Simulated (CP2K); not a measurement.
Two runs for the Si L₂,₃ edge of tetramethylsilane. Run A: CP2K XAS_TDP, all-electron GAPW, PBEh(45%), aug-pc-1, TDA, ZORA, spin–orbit coupling. Run B differs in one setting.

First lines with a strength over 0.0003. A:

```
               atom  energy (eV)  states  strength, one atom
Si2 (bonded to 4 C)       102.15       3              0.0034
                          102.21       5              0.0046
                          102.44       4              0.0014
                          102.48       5              0.0047
                          102.76       5              0.0070
```

B:

```
               atom  energy (eV)  states  strength, one atom
Si2 (bonded to 4 C)       105.18       3              0.0033
                          105.24       5              0.0044
                          105.48       3              0.0013
                          105.51       5              0.0046
                          105.79       5              0.0068
```

**Question.** Which was it: GW2X switched on, the functional, the basis?

GW2X switched on. GW2X shifts the lines nearly together; each 2p level gets its own shift. The lowest line over the strength cut lies at 105.18 eV, against 102.15 eV (PBEh(45%), aug-pc-1).

[Banner, clock and machine lines of the logs are left out without a mark of their own.]

[Logs are printed without paths, hosts, clocks, repeated set-up lines and the standing remarks that a program may print on its own settings, such as how far it seeks lower states.]

[Hosts, paths, dates, database ids (printed as entryN), source tags and the programs' standing remarks are cut or masked in the printed files.]
